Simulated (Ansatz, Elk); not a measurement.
**How far do independent atoms describe Sc3CrN?**

Structure refinements treat a crystal as free atoms side by side. For a made-up structure of Sc3CrN (cell and positions from a PBE relaxation) the runs below show what the calculated density changes in F(hkl).

Program: Elk 11.2.3 (patched build). Level of theory: DFT, PBE, all-electron APW+lo, Dirac cores, scalar-relativistic bands, static density, ferromagnetic start. Results are calculated unless marked as measured.

The structure was built from a prototype and need not be the compound's stable phase.

## 1. The structure

It takes space group Pm-3m (No. 221, cubic). The conventional cell has a = 4.451 Å, b = 4.451 Å, c = 4.451 Å, α = 90.00°, β = 90.00°, γ = 90.00°. Nearest to Cr lie 12 Sc at 3.15 Å. Nearest to Sc lie 2 N at 2.23 Å. Nearest to N lie 6 Sc at 2.23 Å. Farther neighbours and most contacts between anions are not listed.

## 2. Ground state and structure factors

An all-electron density is needed, since X-rays see the cores too. Task 0 finds the density and task 195 Fourier-transforms it; tshift is off so that phases refer to the origin typed.

The input, elk.in:

```
tasks
  0
  195
  196

xctype
  20

spinpol
  .true.

rgkmax
  7.0

gmaxvr
  14.0

lmaxo
  7

lmaxapw
  8

swidth
  0.002

tshift
  .false.

ramdisk
  .false.

hmaxvr
  5.5

maxscl
  120

epspot
  1e-06

reducebf
  0.8

sppath
  './'

avec
  8.41123687726 -0.00000000000 -0.00000000000
  0.00000000000 8.41123687726 0.00000000000
  -0.00000000000 0.00000000000 8.41123687726

atoms
  3
  'Cr.in'
  1
  0.0000000000 -0.0000000000 -0.0000000000   0.000000 0.000000 -0.185000
  'Sc.in'
  3
  0.5000000000 -0.0000000000 0.5000000000   0.000000 0.000000 0.000000
  -0.0000000000 0.5000000000 0.5000000000   0.000000 0.000000 0.000000
  0.5000000000 0.5000000000 -0.0000000000   0.000000 0.000000 0.000000
  'N.in'
  1
  0.5000000000 0.5000000000 0.5000000000   0.000000 0.000000 0.000000

ngridk
  5 5 5
```

Launch:

```sh
$ OMP_NUM_THREADS=4 elk
```

Numbers of over 12 decimals in the logs are rounded to 6 here.

What it wrote:

```text
┌─────────────────────────┐
│ Elk code version 11.2.3 │
└─────────────────────────┘

All units are atomic (Hartree, Bohr, etc.)

┌─────────────────────────────────────────────────┐
│ Ground-state run starting from atomic densities │
└─────────────────────────────────────────────────┘

Lattice vectors :
   8.411236877      -0.000000000      -0.000000000
   0.000000000       8.411236877       0.000000000
  -0.000000000       0.000000000       8.411236877

Reciprocal lattice vectors :
  0.7469989728      -0.000000000       0.000000000
   0.000000000      0.7469989728       0.000000000
   0.000000000      -0.000000000      0.7469989728

Unit cell volume      :    595.0858055
Brillouin zone volume :   0.4168310034

Muffin-tin inner radius fraction :   0.1000000000E-01

Nuclei treated as point charges

Species : 1 (Cr)
 parameters loaded from : Cr.in
 name : chromium
 nuclear charge    :   -24.00000000
 electronic charge :    24.00000000
 atomic mass :    94783.09202
 muffin-tin radius :    2.400000000
 number of radial points in muffin-tin :    993
 inner part over the whole radius :   0.9857795597E-02
 number on inner part of muffin-tin    :    699
 approximate nuclear radius :   0.6987106690E-04
 number of mesh points to nuclear radius :    328
 atomic positions (lattice), magnetic fields (Cartesian) :
  1 :   0.00000000  0.00000000  0.00000000    0.00000000  0.00000000 -0.18500000

Species : 2 (Sc)
 parameters loaded from : Sc.in
 name : scandium
 nuclear charge    :   -21.00000000
 electronic charge :    21.00000000
 atomic mass :    81949.61073
 muffin-tin radius :    2.374639108
 number of radial points in muffin-tin :    993
 inner part over the whole radius :   0.9930037247E-02
 number on inner part of muffin-tin    :    698
 approximate nuclear radius :   0.6711386133E-04
 number of mesh points to nuclear radius :    323
 atomic positions (lattice), magnetic fields (Cartesian) :
  1 :   0.50000000  0.00000000  0.50000000    0.00000000  0.00000000  0.00000000
  2 :   0.00000000  0.50000000  0.50000000    0.00000000  0.00000000  0.00000000
  3 :   0.50000000  0.50000000  0.00000000    0.00000000  0.00000000  0.00000000

Species : 3 (N)
 parameters loaded from : N.in
 name : nitrogen
 nuclear charge    :   -7.000000000
 electronic charge :    7.000000000
 atomic mass :    25532.65216
 muffin-tin radius :    1.780979331
 number of radial points in muffin-tin :    593
 inner part over the whole radius :   0.9952463668E-02
 number on inner part of muffin-tin    :    407
 approximate nuclear radius :   0.4939692610E-04
 number of mesh points to nuclear radius :    170
 atomic positions (lattice), magnetic fields (Cartesian) :
  1 :   0.50000000  0.50000000  0.50000000    0.00000000  0.00000000  0.00000000

Total number of atoms per unit cell :    5
Total muffin-tin volume :    249.8370443
 ratio of muffin-tin to unit cell volume :   0.4198336475

Spin treatment :
 spin-polarised
 global magnetic field (Cartesian) :    0.000000000       0.000000000       0.000000000
 collinear magnetisation in z-direction

Number of Bravais lattice symmetries :   48
Number of crystal symmetries         :   48
Crystal has inversion symmetry
Real symmetric eigensolver will be used

k-point grid :      5     5     5
k-point offset :    0.000000000       0.000000000       0.000000000
k-point set is reduced with full crystal symmetry group
Total number of k-points :       10

Muffin-tin radius times maximum |G+k| :    7.000000000
 using average radius
Maximum |G+k| for APW functions       :    3.096003535
Maximum (1/2)|G+k|²                   :    4.792618943
Maximum |G| for potential and density :    14.00000000
Constant for pseudocharge density :    8
 order of it for each species :   15  15  15
 order of it for pair densities of each species (exact exchange by exxq0 0: 16) :   11  11   5
Radial integration step length :    1

G-vector grid sizes :     40    40    40
Number of G-vectors :    27609

Maximum angular momentum used for
[...]
total moment                :   0.6162077436

RMS change in Kohn-Sham potential (target) :    2.609596470     (  0.1000000000E-05)
Absolute change in total energy (target)   :   0.6174016896     (  0.1000000000E-03)

[... loops 3 to 25 left out ...]

┌──────────────────┐
│ Loop number : 26 │
└──────────────────┘

Energies :
 Fermi                       :     0.244097
 sum of occupied eigenvalues :     -1979.1580689559
 electron kinetic            :      3430.0995941379
 core electron kinetic       :      3151.6930563088
 Coulomb                     :     -6655.4762223921
 Coulomb potential           :     -5185.1039183659
 nuclear-nuclear             :     -545.93726742614
 electron-nuclear            :     -7050.4643747785
 Hartree                     :      940.92541981259
 Madelung                    :     -4062.9242632092
 xc potential                :     -223.91655003719
 xc effective B-field        :    -0.237185
 external B-field            :      0.000000
 exchange                    :     -169.08060973206
 correlation                 :     -3.970889
 electron entropic           :    -0.22558030386333E-02
 total energy                :     -3398.4303824474
 (external B-field energy excluded from total)

Density of states at Fermi energy :    172.8310449
 (states/Hartree/unit cell)

Estimated indirect band gap :   0.1389136314E-02
 from k-point 9 to k-point 7
Estimated direct band gap   :   0.2685854502E-02
 at k-point 3

Charges :
 core                        :    42.00000000
 valence                     :    52.00000000
 interstitial                :    7.567430711
 muffin-tins (core leakage)
  species : 1 (Cr)
[...]
species : 2 (Sc)
[...]
species : 3 (N)
[...]
total in muffin-tins        :    86.43256929
 total calculated charge     :    93.99900603
 total charge                :    94.00000000
 error                       :   0.9939725915E-03

Moments :
 interstitial                :   0.7642432722
 muffin-tins
  species : 1 (Cr)
[...]
species : 2 (Sc)
[...]
species : 3 (N)
[...]
total in muffin-tins        :    3.637310681
 total moment                :    4.401553953

RMS change in Kohn-Sham potential (target) :   0.6875262816E-06 (  0.1000000000E-05)
Absolute change in total energy (target)   :   0.7408394140E-05 (  0.1000000000E-03)

Convergence targets achieved

┌──────────────────┐
│ Loop number : 27 │
└──────────────────┘

Energies :
 Fermi                       :     0.244097
 sum of occupied eigenvalues :     -1979.1580531062
 electron kinetic            :      3430.0995900129
 core electron kinetic       :      3151.6930651033
 Coulomb                     :     -6655.4762206489
 Coulomb potential           :     -5185.1039080559
 nuclear-nuclear             :     -545.93726742614
 electron-nuclear            :     -7050.4643828350
 Hartree                     :      940.92542961224
 Madelung                    :     -4062.9242666210
 xc potential                :     -223.91655011658
 xc effective B-field        :    -0.237183
 external B-field            :      0.000000
 exchange                    :     -169.08060928501
 correlation                 :     -3.970889
 electron entropic           :    -0.22558592037411E-02
 total energy                :     -3398.4303847259
 (external B-field energy excluded from total)

Density of states at Fermi energy :    172.8353102
 (states/Hartree/unit cell)

Estimated indirect band gap :   0.1387832383E-02
 from k-point 9 to k-point 7
Estimated direct band gap   :   0.2684516262E-02
 at k-point 3

Charges :
 core                        :    42.00000000
 valence                     :    52.00000000
 interstitial                :    7.567429184
 muffin-tins (core leakage)
  species : 1 (Cr)
[...]
species : 2 (Sc)
[...]
atom 2                    :    19.14279731     ( -0.2146743032E-06)
   atom 3                    :    19.14279731     ( -0.2146743032E-06)
  species : 3 (N)
   atom 1                    :    6.502806315     ( -0.3434267803E-07)
 total in muffin-tins        :    86.43257082
 total calculated charge     :    93.99900603
 total charge                :    94.00000000
 error                       :   0.9939735111E-03

Moments :
 interstitial                :   0.7641835350
 muffin-tins
  species : 1 (Cr)
[...]
species : 2 (Sc)
[...]
atom 2                    :   0.2426466610E-01
   atom 3                    :   0.2426466610E-01
  species : 3 (N)
   atom 1                    :   0.2549095708E-01
 total in muffin-tins        :    3.637259726
 total moment                :    4.401443261

┌──────────────────────────────┐
│ Self-consistent loop stopped │
└──────────────────────────────┘

Wrote STATE.OUT
```

Run time: 2.2 min. Hardware: 4 threads of Arm Neoverse V2, shared host; peak memory 0.4 GiB; 6.6 min of CPU time.

SFACRHO.OUT:

```text

h k l indices transformed by vhmat matrix:
   1.000000000       0.000000000       0.000000000    
   0.000000000       1.000000000       0.000000000    
   0.000000000       0.000000000       1.000000000    

      h      k      l  multipl.   |H|            Re(F)            Im(F)           |F|

      0      0      0      1   0.0000000       94.000001     -0.15973142E-16   94.000001    
      0      1      0      6  0.74699897      -2.9729792      0.45039463E-14   2.9729792    
      0     -1      1     12   1.0564161       8.6543185     -0.85068240E-15   8.6543185    
      1     -1     -1      8   1.2938402       58.702961      0.32407350E-14   58.702961    
     -2      0      0      6   1.4939979       64.685183      0.79260368E-14   64.685183    
     -1      0     -2     24   1.6703405      -1.3598596     -0.46613218E-14   1.3598596    
     -2      1      1     24   1.8297663       6.0415005     -0.65469321E-14   6.0415005    
     -2      2      0     12   2.1128322       53.415868      0.11576071E-14   53.415868    
     -2     -1      2     24   2.2409969     -0.47712267     -0.41480684E-14  0.47712267    
      3      0      0      6   2.2409969     -0.46708786      0.95810809E-14  0.46708786    
     -3      0     -1     24   2.3622182       4.8886403      0.14158320E-14   4.8886403    
     -3     -1      1     24   2.4775153       42.772253      0.64782555E-14   42.772253    
      2      2      2      8   2.5876803       46.275292     -0.17288805E-13   46.275292    
      0     -2     -3     24   2.6933431     -0.35899151     -0.89961358E-14  0.35899151    
     -2      3      1     48   2.7950142       4.1513091     -0.54210865E-14   4.1513091    
      0      0      4      6   2.9879959       41.591184     -0.10675315E-13   41.591184    
      0      4     -1     24   3.0799557     -0.37137226     -0.14747176E-14  0.37137226    
      3      2      2     24   3.0799557     -0.36120912      0.85675599E-14  0.36120912
```

Elk indexes on the primitive cell of elk.in and gives |H| = 4π sin θ/λ in inverse bohr. Below, one row stands for each form hkl of the conventional cell (m members, Friedel mates merged), F is for one primitive cell and the density is static (no thermal factor). Free-atom factors are Waasmaier and Kirfel's, and R is Σm||F|−|F'||/Σm|F|.

| hkl | m | sin θ/λ (Å⁻¹) | abs F, DFT | neutral atoms | diff. |
| --- | --- | --- | --- | --- | --- |
| 100 | 6 | 0.112 | 2.973 | 2.553 | +0.420 |
| 110 | 12 | 0.159 | 8.654 | 8.576 | +0.078 |
| 111 | 8 | 0.195 | 58.703 | 59.685 | -0.982 |
| 200 | 6 | 0.225 | 64.685 | 64.886 | -0.201 |
| 210 | 24 | 0.251 | 1.360 | 0.982 | +0.378 |
| 211 | 24 | 0.275 | 6.042 | 6.181 | -0.140 |
| 220 | 12 | 0.318 | 53.416 | 53.439 | -0.023 |
| 221 | 24 | 0.337 | 0.477 | 0.529 | -0.051 |
| 300 | 6 | 0.337 | 0.467 | 0.529 | -0.061 |
| 310 | 24 | 0.355 | 4.889 | 4.945 | -0.057 |
| 311 | 24 | 0.373 | 42.772 | 42.628 | +0.145 |
| 222 | 8 | 0.389 | 46.275 | 46.256 | +0.019 |
| 320 | 24 | 0.405 | 0.359 | 0.387 | -0.028 |
| 321 | 48 | 0.420 | 4.151 | 4.179 | -0.027 |
| 400 | 6 | 0.449 | 41.591 | 41.420 | +0.171 |
| 410 | 24 | 0.463 | 0.371 | 0.392 | -0.021 |
| 322 | 24 | 0.463 | 0.361 | 0.392 | -0.031 |
| 330 | 12 | 0.477 | 3.750 | 3.634 | +0.116 |

## 3. The magnetisation density

The same run holds the spin density, and task 196 transforms it. The order is that of the start, and no other was tried.

SFACMAG_1.OUT:

```text

h k l indices transformed by vhmat matrix:
   1.000000000       0.000000000       0.000000000    
   0.000000000       1.000000000       0.000000000    
   0.000000000       0.000000000       1.000000000    

      h      k      l  multipl.   |H|            Re(F)            Im(F)           |F|

      0      0      0      1   0.0000000       4.4014434      0.54705603E-17   4.4014434    
      0      1      0      6  0.74699897       3.2248177     -0.17330873E-16   3.2248177    
      0     -1      1     12   1.0564161       2.6217883     -0.12058523E-16   2.6217883    
      1     -1     -1      8   1.2938402       2.1913637      0.16977102E-16   2.1913637    
     -2      0      0      6   1.4939979       1.6570511     -0.14362678E-16   1.6570511    
     -1      0     -2     24   1.6703405       1.4660762     -0.42609021E-16   1.4660762    
     -2      1      1     24   1.8297663       1.3665804      0.32295669E-18   1.3665804    
     -2      2      0     12   2.1128322       1.1107059      0.80440850E-17   1.1107059    
     -2     -1      2     24   2.2409969      0.97362901     -0.32603148E-17  0.97362901    
      3      0      0      6   2.2409969      0.98757082     -0.27071016E-16  0.98757082    
     -3      0     -1     24   2.3622182      0.85421692      0.26108387E-16  0.85421692    
     -3     -1      1     24   2.4775153      0.75729060     -0.21333425E-17  0.75729060    
      2      2      2      8   2.5876803      0.75376803     -0.24032789E-16  0.75376803    
      0     -2     -3     24   2.6933431      0.61448671      0.27958310E-17  0.61448671    
     -2      3      1     48   2.7950142      0.54585333      0.67410309E-17  0.54585333    
      0      0      4      6   2.9879959      0.40910709      0.56889392E-16  0.40910709
```

The total moment is 4.40 μB a cell; sphere moments: Cr1 +3.54, Sc2 +0.02, Sc3 +0.02, Sc4 +0.02, N5 +0.03 μB. Polarised neutrons measure spin and orbital magnetisation together; without spin-orbit coupling the run gives the spin part:

| hkl | sin θ/λ (Å⁻¹) | abs F_M (μB) |
| --- | --- | --- |
| 100 | 0.112 | 3.225 |
| 110 | 0.159 | 2.622 |
| 111 | 0.195 | 2.191 |
| 200 | 0.225 | 1.657 |
| 210 | 0.251 | 1.466 |
| 211 | 0.275 | 1.367 |
| 220 | 0.318 | 1.111 |
| 221 | 0.337 | 0.974 |
| 300 | 0.337 | 0.988 |
| 310 | 0.355 | 0.854 |
| 311 | 0.373 | 0.757 |
| 222 | 0.389 | 0.754 |
| 320 | 0.405 | 0.615 |
| 321 | 0.420 | 0.546 |

[end of part 1 of 2]

[Logs are printed without paths, hosts, clocks, repeated set-up lines and the standing remarks that a program may print on its own settings, such as how far it seeks lower states.]

[Hosts, paths, dates, database ids (printed as entryN), source tags and the programs' standing remarks are cut or masked in the printed files.]
